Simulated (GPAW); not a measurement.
# VGe31 (Ge32 V1): moments or none

Wanted: the moments of VGe31 (Ge32 V1) and the energy gained by spin polarisation.

Calculated with GPAW 26.7.0; PBE; plane waves with GPAW's PAW setups, scalar-relativistic.

**1. Starting point**

The structure is tetragonal, space group P-42m (No. 111). Conventional cell: a = 11.316 Å, b = 11.316 Å, c = 5.658 Å, α = 90.00°, β = 90.00°, γ = 90.00°. V has 4 Ge at 2.45 Å nearest. Nearest to Ge lie 3 Ge at 2.45 Å and 1 V at 2.45 Å. Nearest to Ge lie 4 Ge at 2.45 Å. Ge has 4 Ge at 2.45 Å nearest. Ge has 4 Ge at 2.45 Å nearest. substitutional dopants on the host's lattice, its constants typed without a cited source, atoms not relaxed. Farther neighbours are not listed.

The cell is a made-up one and need not be a known phase.

**2. Start 1: ferro +**

Parallel moments need no larger cell; this start tests for a ferromagnetic state only.

File order1.py:

```python
import json
import numpy as np
from ase import Atoms
from ase.parallel import paropen, parprint
from gpaw import GPAW

atoms = Atoms(['V', 'Ge', 'Ge', 'Ge', 'Ge', 'Ge', 'Ge', 'Ge', 'Ge', 'Ge', 'Ge', 'Ge', 'Ge', 'Ge', 'Ge', 'Ge', 'Ge', 'Ge', 'Ge', 'Ge', 'Ge', 'Ge', 'Ge', 'Ge', 'Ge', 'Ge', 'Ge', 'Ge', 'Ge', 'Ge', 'Ge', 'Ge'],
    cell=[[11.316, 0.0, 0.0],
         [0.0, 11.316, 0.0],
         [0.0, 0.0, 5.658]],
    scaled_positions=[[0.0, 0.0, 0.0],
         [0.125, 0.125, 0.25],
         [0.0, 0.25, 0.5],
         [0.125, 0.375, 0.75],
         [0.25, 0.0, 0.5],
         [0.375, 0.125, 0.75],
         [0.25, 0.25, 0.0],
         [0.375, 0.375, 0.25],
         [0.0, 0.5, 0.0],
         [0.125, 0.625, 0.25],
         [0.0, 0.75, 0.5],
         [0.125, 0.875, 0.75],
         [0.25, 0.5, 0.5],
         [0.375, 0.625, 0.75],
         [0.25, 0.75, 0.0],
         [0.375, 0.875, 0.25],
         [0.5, 0.0, 0.0],
         [0.625, 0.125, 0.25],
         [0.5, 0.25, 0.5],
         [0.625, 0.375, 0.75],
         [0.75, 0.0, 0.5],
         [0.875, 0.125, 0.75],
         [0.75, 0.25, 0.0],
         [0.875, 0.375, 0.25],
         [0.5, 0.5, 0.0],
         [0.625, 0.625, 0.25],
         [0.5, 0.75, 0.5],
         [0.625, 0.875, 0.75],
         [0.75, 0.5, 0.5],
         [0.875, 0.625, 0.75],
         [0.75, 0.75, 0.0],
         [0.875, 0.875, 0.25]],
    pbc=True,
    magmoms=[2.0, 0.0, 0.0, 0.0, 0.0, 0.0, 0.0, 0.0, 0.0, 0.0, 0.0, 0.0, 0.0, 0.0, 0.0, 0.0, 0.0, 0.0, 0.0, 0.0, 0.0, 0.0, 0.0, 0.0, 0.0, 0.0, 0.0, 0.0, 0.0, 0.0, 0.0, 0.0])
atoms.calc = GPAW(mode={'name': 'pw', 'ecut': 450},
    xc='PBE',
    kpts={'size': (3, 3, 5), 'gamma': True},
    occupations={'name': 'fermi-dirac', 'width': 0.05},
    convergence={'density': 1e-05, 'energy': 1e-05},
    maxiter=200,
    mixer={'name': 'pulay', 'beta': 0.05, 'nmaxold': 6, 'weight': 50},
    symmetry={'tolerance': 1e-4},
    txt='order1.txt')
e = atoms.get_potential_energy(force_consistent=True)
res = {'free_energy': e, 'energy_sigma0': atoms.get_potential_energy(), 'fermi_energy': atoms.calc.get_fermi_level()}
res['moments'] = atoms.get_magnetic_moments().tolist()
res['total'] = atoms.get_magnetic_moment()
parprint('site moments (muB):', np.round(res['moments'], 3))
parprint(f"total moment: {res['total']:.3f} muB")
parprint(f'free energy: {e:.6f} eV')
atoms.calc.write('order1.gpw')
with paropen('results.json', 'w') as f:
    json.dump(res, f)
```

The run is started by

```bash
$ OMP_NUM_THREADS=1 mpirun -n 4 gpaw python order1.py > order1.log
```

Numbers of over 12 decimals in the logs are rounded to 6 here.

Log:

```text
site moments (muB): [ 1.486e+00 -2.000e-02  1.000e-03  0.000e+00  1.000e-03  0.000e+00
  2.000e-03 -0.000e+00 -3.000e-03  0.000e+00  1.000e-03 -2.000e-02
  0.000e+00 -0.000e+00  2.000e-03  0.000e+00 -3.000e-03  0.000e+00
  0.000e+00 -0.000e+00  1.000e-03 -2.000e-02  2.000e-03  0.000e+00
 -2.000e-03 -0.000e+00  0.000e+00  0.000e+00  0.000e+00  0.000e+00
  2.000e-03 -2.000e-02]
total moment: 1.646 muB
free energy: -145.793543 eV

--- order1.txt ---
Input parameters:
  mode=PW(ecut=450),
  convergence={'density': 1e-05, 'energy': 1e-05},
  kpts=MonkhorstPack(size=(3, 3, 5), gamma=True),
  maxiter=200,
  mixer=Pulay(name='pulay', nmaxold=6, beta=0.05, weight=50, sigma=0.015, g_ss=None),
  occupations=Occupations(name='fermi-dirac', width=0.05),
  symmetry=Symmetry(tolerance=0.0001),
  xc=XC(name='PBE')

Diagonalizing LCAO Hamiltonian
Converting LCAO to pw mode
        .---------------------------.
       /|                           |
      / |                           |
     /  |  Ge            Ge         |
    /   |       Ge            Ge    |
   /  Ge|           Ge              |
  /    Ge         Ge Ge         Ge  |
 *      .--Ge------------Ge---------.
 |     / Ge Ge         Ge Ge       /
 | Ge /      Ge  Ge        Ge     /
 |   Ge Ge    Ge   Ge Ge    Ge   /
 |  /Ge            Ge           /
 | /      Ge            Ge     /
 |/                           /
 V-------------Ge------------*

Atoms  # Å, Bohr magnetons
|    | symbol |        x |        y |        z |    initial magnetic moments |
|----|--------|----------|----------|----------|-----------------------------|
|  0 |      V | 0.000000 | 0.000000 | 0.000000 | ( 0.0000,  0.0000,  2.0000) |
|  1 |     Ge | 1.414500 | 1.414500 | 1.414500 | ( 0.0000,  0.0000,  0.0000) |
|  2 |     Ge | 0.000000 | 2.829000 | 2.829000 | ( 0.0000,  0.0000,  0.0000) |
|  3 |     Ge | 1.414500 | 4.243500 | 4.243500 | ( 0.0000,  0.0000,  0.0000) |
|  4 |     Ge | 2.829000 | 0.000000 | 2.829000 | ( 0.0000,  0.0000,  0.0000) |
|  5 |     Ge | 4.243500 | 1.414500 | 4.243500 | ( 0.0000,  0.0000,  0.0000) |
|  6 |     Ge | 2.829000 | 2.829000 | 0.000000 | ( 0.0000,  0.0000,  0.0000) |
|  7 |     Ge | 4.243500 | 4.243500 | 1.414500 | ( 0.0000,  0.0000,  0.0000) |
|  8 |     Ge | 0.000000 | 5.658000 | 0.000000 | ( 0.0000,  0.0000,  0.0000) |
|  9 |     Ge | 1.414500 | 7.072500 | 1.414500 | ( 0.0000,  0.0000,  0.0000) |
| 10 |     Ge | 0.000000 | 8.487000 | 2.829000 | ( 0.0000,  0.0000,  0.0000) |
| 11 |     Ge | 1.414500 | 9.901500 | 4.243500 | ( 0.0000,  0.0000,  0.0000) |
| 12 |     Ge | 2.829000 | 5.658000 | 2.829000 | ( 0.0000,  0.0000,  0.0000) |
| 13 |     Ge | 4.243500 | 7.072500 | 4.243500 | ( 0.0000,  0.0000,  0.0000) |
| 14 |     Ge | 2.829000 | 8.487000 | 0.000000 | ( 0.0000,  0.0000,  0.0000) |
| 15 |     Ge | 4.243500 | 9.901500 | 1.414500 | ( 0.0000,  0.0000,  0.0000) |
| 16 |     Ge | 5.658000 | 0.000000 | 0.000000 | ( 0.0000,  0.0000,  0.0000) |
[...]
| 22 |     Ge | 8.487000 | 2.829000 | 0.000000 | ( 0.0000,  0.0000,  0.0000) |
| 23 |     Ge | 9.901500 | 4.243500 | 1.414500 | ( 0.0000,  0.0000,  0.0000) |
| 24 |     Ge | 5.658000 | 5.658000 | 0.000000 | ( 0.0000,  0.0000,  0.0000) |
| 25 |     Ge | 7.072500 | 7.072500 | 1.414500 | ( 0.0000,  0.0000,  0.0000) |
| 26 |     Ge | 5.658000 | 8.487000 | 2.829000 | ( 0.0000,  0.0000,  0.0000) |
| 27 |     Ge | 7.072500 | 9.901500 | 4.243500 | ( 0.0000,  0.0000,  0.0000) |
| 28 |     Ge | 8.487000 | 5.658000 | 2.829000 | ( 0.0000,  0.0000,  0.0000) |
| 29 |     Ge | 9.901500 | 7.072500 | 4.243500 | ( 0.0000,  0.0000,  0.0000) |
| 30 |     Ge | 8.487000 | 8.487000 | 0.000000 | ( 0.0000,  0.0000,  0.0000) |
| 31 |     Ge | 9.901500 | 9.901500 | 1.414500 | ( 0.0000,  0.0000,  0.0000) |

Unit cell  # Å
| periodic |         x |         y |        z |   lengths |    angles |
|----------|-----------|-----------|----------|-----------|-----------|
|      yes | 11.316000 |  0.000000 | 0.000000 | 11.316000 | 90.000000 |
|      yes |  0.000000 | 11.316000 | 0.000000 | 11.316000 | 90.000000 |
|      yes |  0.000000 |  0.000000 | 5.658000 |  5.658000 | 90.000000 |

Number of symmetries: 8

BZ-sampling:
  Number of BZ points: 45
  Number of IBZ points: 9

  Monkhorst-Pack size: [3, 3, 5]
  Monkhorst-Pack shift: [0, 0, 0]

K-points  # in reciprocal-cell coordinates
|   |                                coordinates |     weight |
|---|--------------------------------------------|------------|
| 0 | (  0.00000000,   0.00000000,   0.00000000) | 0.02222222 |
| 1 | (  0.00000000,   0.00000000,   0.20000000) | 0.04444444 |
| 2 | (  0.00000000,   0.00000000,   0.40000000) | 0.04444444 |
| 3 | (  0.33333333,   0.00000000,   0.00000000) | 0.08888889 |
| 4 | (  0.33333333,   0.00000000,   0.20000000) | 0.17777778 |
| 5 | (  0.33333333,   0.00000000,   0.40000000) | 0.17777778 |
| 6 | (  0.33333333,   0.33333333,   0.00000000) | 0.08888889 |
| 7 | (  0.33333333,   0.33333333,   0.20000000) | 0.17777778 |
| 8 | (  0.33333333,   0.33333333,   0.40000000) | 0.17777778 |

Plane wave coefficients: 15740
Cutoff: 450.000000 eV

Spin-components: 2 (collinear spins)
Bands:           88
Projectors:      161
Spin-degeneracy: 1
Datatype:        complex128

Parallelization:
  kpt:    4
  domain: 1
  band:   1

Density:
  Valence electrons: 137.0
  Components: 2
  Grid points: [56 56 28]
  Charge: 0.0  # |e|

Potential:
  Grid points: [56 56 28]

species:
  V:
    name:    Vanadium
    Z:       23.0
    valence: 13
    core:    10
    charge:  0.0  # [|e|]
    compensation charges:
      type: gauss
      rc: 0.37  # [Å]
      lmax: 2
    cutoffs:
      filter: 2.14  # [Å]
      core: 0.96  # [Å]
    projectors
    | kind |    occ | energy [eV] | rcut [Å] |
    |------|--------|-------------|----------|
    |   3s |  2.000 |     -70.222 |    1.254 |
    |   4s |  2.000 |      -4.702 |    1.254 |
    |   3p |  6.000 |     -44.043 |    1.281 |
    |   4p |  0.000 |      -1.444 |    1.281 |
    |   3d |  3.000 |      -5.164 |    1.169 |
    |    d |        |      22.047 |    1.169 |

    Using partial waves for V as LCAO basis

  Ge:
    name:    Germanium
    Z:       32.0
    valence: 4
    core:    28
    charge:  0.0  # [|e|]
    compensation charges:
      type: gauss
      rc: 0.32  # [Å]
      lmax: 2
    cutoffs:
      filter: 1.77  # [Å]
      core: 3.42  # [Å]
    projectors
    | kind |    occ | energy [eV] | rcut [Å] |
    |------|--------|-------------|----------|
    |   4s |  2.000 |     -11.726 |    1.005 |
    |   4p |  2.000 |      -3.896 |    1.005 |
    |    s |        |      15.485 |    1.005 |
    |    p |        |      23.315 |    1.005 |
    |    d |        |       0.000 |    1.005 |

    Using partial waves for Ge as LCAO basis

Reference energy: -1795847.268990  # eV

eigensolver:
  PPCG
  Converge bands: occupied
  niter=2

density mixing:
  Pulay-Mixer
  Linear mixing parameters: 0.05
  Old densities: 6
  Fourier metric: weight=50, sigma=0.015

occupation numbers:
  Fermi-Dirac:
    width: 0.0500  # eV

poisson solver:
  ecut: 3600.000000  # eV

xc functional:
  name: PBE with 2 nearest neighbor stencil

convergence criteria:
- Maximum integral of absolute [dens]ity change: 1e-05 electrons / valence electron
- Maximum [total energy] change in last 3 cyles: 1e-05 eV / valence electron
- Maximum integral of absolute [eigenst]ate change: 4e-08 eV^2 / valence electron
maximum number of iterations: 200

SCF iterations
|iter     |      energy | eigst |  dens |  magmom |
|---------|-------------|-------|-------|---------|
|iter:   1|       0s | -147.451996 | +0.10 |       |  +2.0047|
|iter:   2|      17s | -146.280065 | -1.27 | -0.89 |  +2.0214|
|iter:   3|      34s | -146.208790 | -2.54 | -0.94 |  +1.9911|
|iter:   4|      65s | -145.809748 | -1.41 | -0.96 |  +1.6170|
|iter:   5|      86s | -145.781760 | -2.72 | -1.59 |  +1.6149|
|iter:   6|     103s | -145.772490 | -2.27 | -1.64 |  +1.5774|
|iter:   7|     121s | -145.765646 | -3.33 | -2.03 |  +1.5812|
|iter:   8|     139s | -145.764389 | -3.00 | -2.07 |  +1.6037|
|iter:   9|     157s | -145.764022 | -3.71 | -2.35 |  +1.6061|
|iter:  10|     175s | -145.761040 | -3.47 | -2.39 |  +1.6130|
[... 17 iterations left out ...]
|iter:  28|     483s | -145.762557c| -7.65c| -4.31 |  +1.6495|
|iter:  29|     492s | -145.762558c| -7.72c| -4.39 |  +1.6487|
|iter:  30|     503s | -145.762561c| -7.50c| -4.47 |  +1.6473|
|iter:  31|     517s | -145.762560c| -7.43c| -4.61 |  +1.6475|
|iter:  32|     525s | -145.762560c| -7.88c| -4.68 |  +1.6472|
|iter:  33|     534s | -145.762561c| -8.00c| -4.71 |  +1.6465|
|iter:  34|     544s | -145.762560c| -7.85c| -4.87 |  +1.6466|
|iter:  35|     553s | -145.762561c| -8.46c| -4.86 |  +1.6465|
|iter:  36|     562s | -145.762562c| -8.22c| -4.88 |  +1.6460|
|iter:  37|     571s | -145.762562c| -8.57c| -5.04c|  +1.6459|

Converged in 37 steps
Energy contributions relative to reference atoms: (reference = -1795847.268990)

Energy contributions:
  Kinetic:         411.997452
  Coulomb:        -367.740625
  Zero:              0.235661
  External:          0.000000
  Xc:             -190.224069
  Entropy:          -0.061961
  Spinorbit:         0.000000
  ----------------------------
  Free energy:    -145.793543
  Extrapolated:   -145.762562

dipole moment: (-137.634666, -137.634666, -142.592048)  # |e|*Ang

Total magnetic moment: (0.000000, 0.000000, 1.645881)

Local magnetic moments
|        x |        y |         z |
|----------|----------|-----------|
| 0.000000 | 0.000000 |  1.486201 |  # V    0
| 0.000000 | 0.000000 | -0.020206 |  # Ge   1
| 0.000000 | 0.000000 |  0.001104 |  # Ge   2
| 0.000000 | 0.000000 |  0.000303 |  # Ge   3
| 0.000000 | 0.000000 |  0.001104 |  # Ge   4
| 0.000000 | 0.000000 |  0.000303 |  # Ge   5
| 0.000000 | 0.000000 |  0.001603 |  # Ge   6
| 0.000000 | 0.000000 | -0.000112 |  # Ge   7
| 0.000000 | 0.000000 | -0.003209 |  # Ge   8
| 0.000000 | 0.000000 |  0.000303 |  # Ge   9
| 0.000000 | 0.000000 |  0.001104 |  # Ge  10
| 0.000000 | 0.000000 | -0.020206 |  # Ge  11
| 0.000000 | 0.000000 |  0.000432 |  # Ge  12
| 0.000000 | 0.000000 | -0.000112 |  # Ge  13
| 0.000000 | 0.000000 |  0.001603 |  # Ge  14
| 0.000000 | 0.000000 |  0.000303 |  # Ge  15
[...]
| 0.000000 | 0.000000 |  0.001603 |  # Ge  22
| 0.000000 | 0.000000 |  0.000303 |  # Ge  23
| 0.000000 | 0.000000 | -0.002242 |  # Ge  24
| 0.000000 | 0.000000 | -0.000112 |  # Ge  25
| 0.000000 | 0.000000 |  0.000432 |  # Ge  26
| 0.000000 | 0.000000 |  0.000303 |  # Ge  27
| 0.000000 | 0.000000 |  0.000432 |  # Ge  28
| 0.000000 | 0.000000 |  0.000303 |  # Ge  29
| 0.000000 | 0.000000 |  0.001603 |  # Ge  30
| 0.000000 | 0.000000 | -0.020206 |  # Ge  31

Fermi level: 5.494
Eigenvalues  # (at kpt = [0.000, 0.000, 0.000])
| band index |      eig [eV] | occ [0-1] |      eig [eV] | occ [0-1] |
|------------|---------------|-----------|---------------|-----------|
|          0 |       -58.872 |     1.000 |       -57.344 |     1.000 |
|        ... |               |           |               |           |
|         60 |         4.243 |     1.000 |         4.366 |     1.000 |
|         61 |         4.399 |     1.000 |         4.422 |     1.000 |
|         62 |         4.429 |     1.000 |         4.533 |     1.000 |
|         63 |         4.539 |     1.000 |         4.722 |     1.000 |
|         64 |         4.539 |     1.000 |         4.722 |     1.000 |
|         65 |         5.174 |     0.998 |         5.639 |     0.053 |
|         66 |         5.225 |     0.995 |         5.648 |     0.044 |
|         67 |         5.386 |     0.897 |         5.648 |     0.044 |
|         68 |         5.460 |     0.666 |         6.181 |     0.000 |
|         69 |         5.460 |     0.666 |         6.244 |     0.000 |
|         70 |         6.246 |     0.000 |         6.255 |     0.000 |
|         71 |         6.714 |     0.000 |         6.720 |     0.000 |
|         72 |         6.714 |     0.000 |         6.720 |     0.000 |
|         73 |         6.727 |     0.000 |         6.765 |     0.000 |
|         74 |         6.796 |     0.000 |         6.806 |     0.000 |
|        ... |               |           |               |           |
|         87 |         8.456 |     0.000 |         8.677 |     0.000 |

No gap
No difference between direct/indirect transitions
```

Wall time 10 min (4 MPI ranks of Arm Neoverse V1, shared host); peak memory 2.1 GiB.

Spin moment in the augmentation sphere by element, in μB:

| element | atoms | mean | spread (r.m.s.) | least | largest |
| --- | --- | --- | --- | --- | --- |
| V | 1 | 1.49 | 0.00 | 1.49 | 1.49 |
| Ge | 31 | 0.00 | 0.01 | -0.02 | 0.00 |

The atoms farthest from the mean of their element:

| atom | x, y, z (Å) | spin moment in the augmentation sphere (μB) |
| --- | --- | --- |
| Ge2 | 1.41, 1.41, 1.41 | -0.02 |
| Ge12 | 1.41, 9.90, 4.24 | -0.02 |
| Ge32 | 9.90, 9.90, 1.41 | -0.02 |
| Ge22 | 9.90, 1.41, 4.24 | -0.02 |
| Ge23 | 8.49, 2.83, 0.00 | 0.00 |
| Ge31 | 8.49, 8.49, 0.00 | 0.00 |
| Ge15 | 2.83, 8.49, 0.00 | 0.00 |
| Ge7 | 2.83, 2.83, 0.00 | 0.00 |

Numbers from this step:

* magnetization: 1.646 μB
* final state: ferromagnetic

After 37 cycles the largest moment stands at 1.49 μB.

(Continued in part 2 of 2.)

[Logs and program files are shortened in this print: banners, set-up blocks, solver, clock and traceback lines can be left out without a mark of their own.]

[Logs are printed without paths, hosts, clocks, repeated set-up lines and the standing remarks that a program may print on its own settings, such as how far it seeks lower states.]

[Hosts, paths, dates, database ids (printed as entryN), source tags and the programs' standing remarks are cut or masked in the printed files.]

[Where a cell is said to come from a database of computed structures, the database is the Materials Project.]
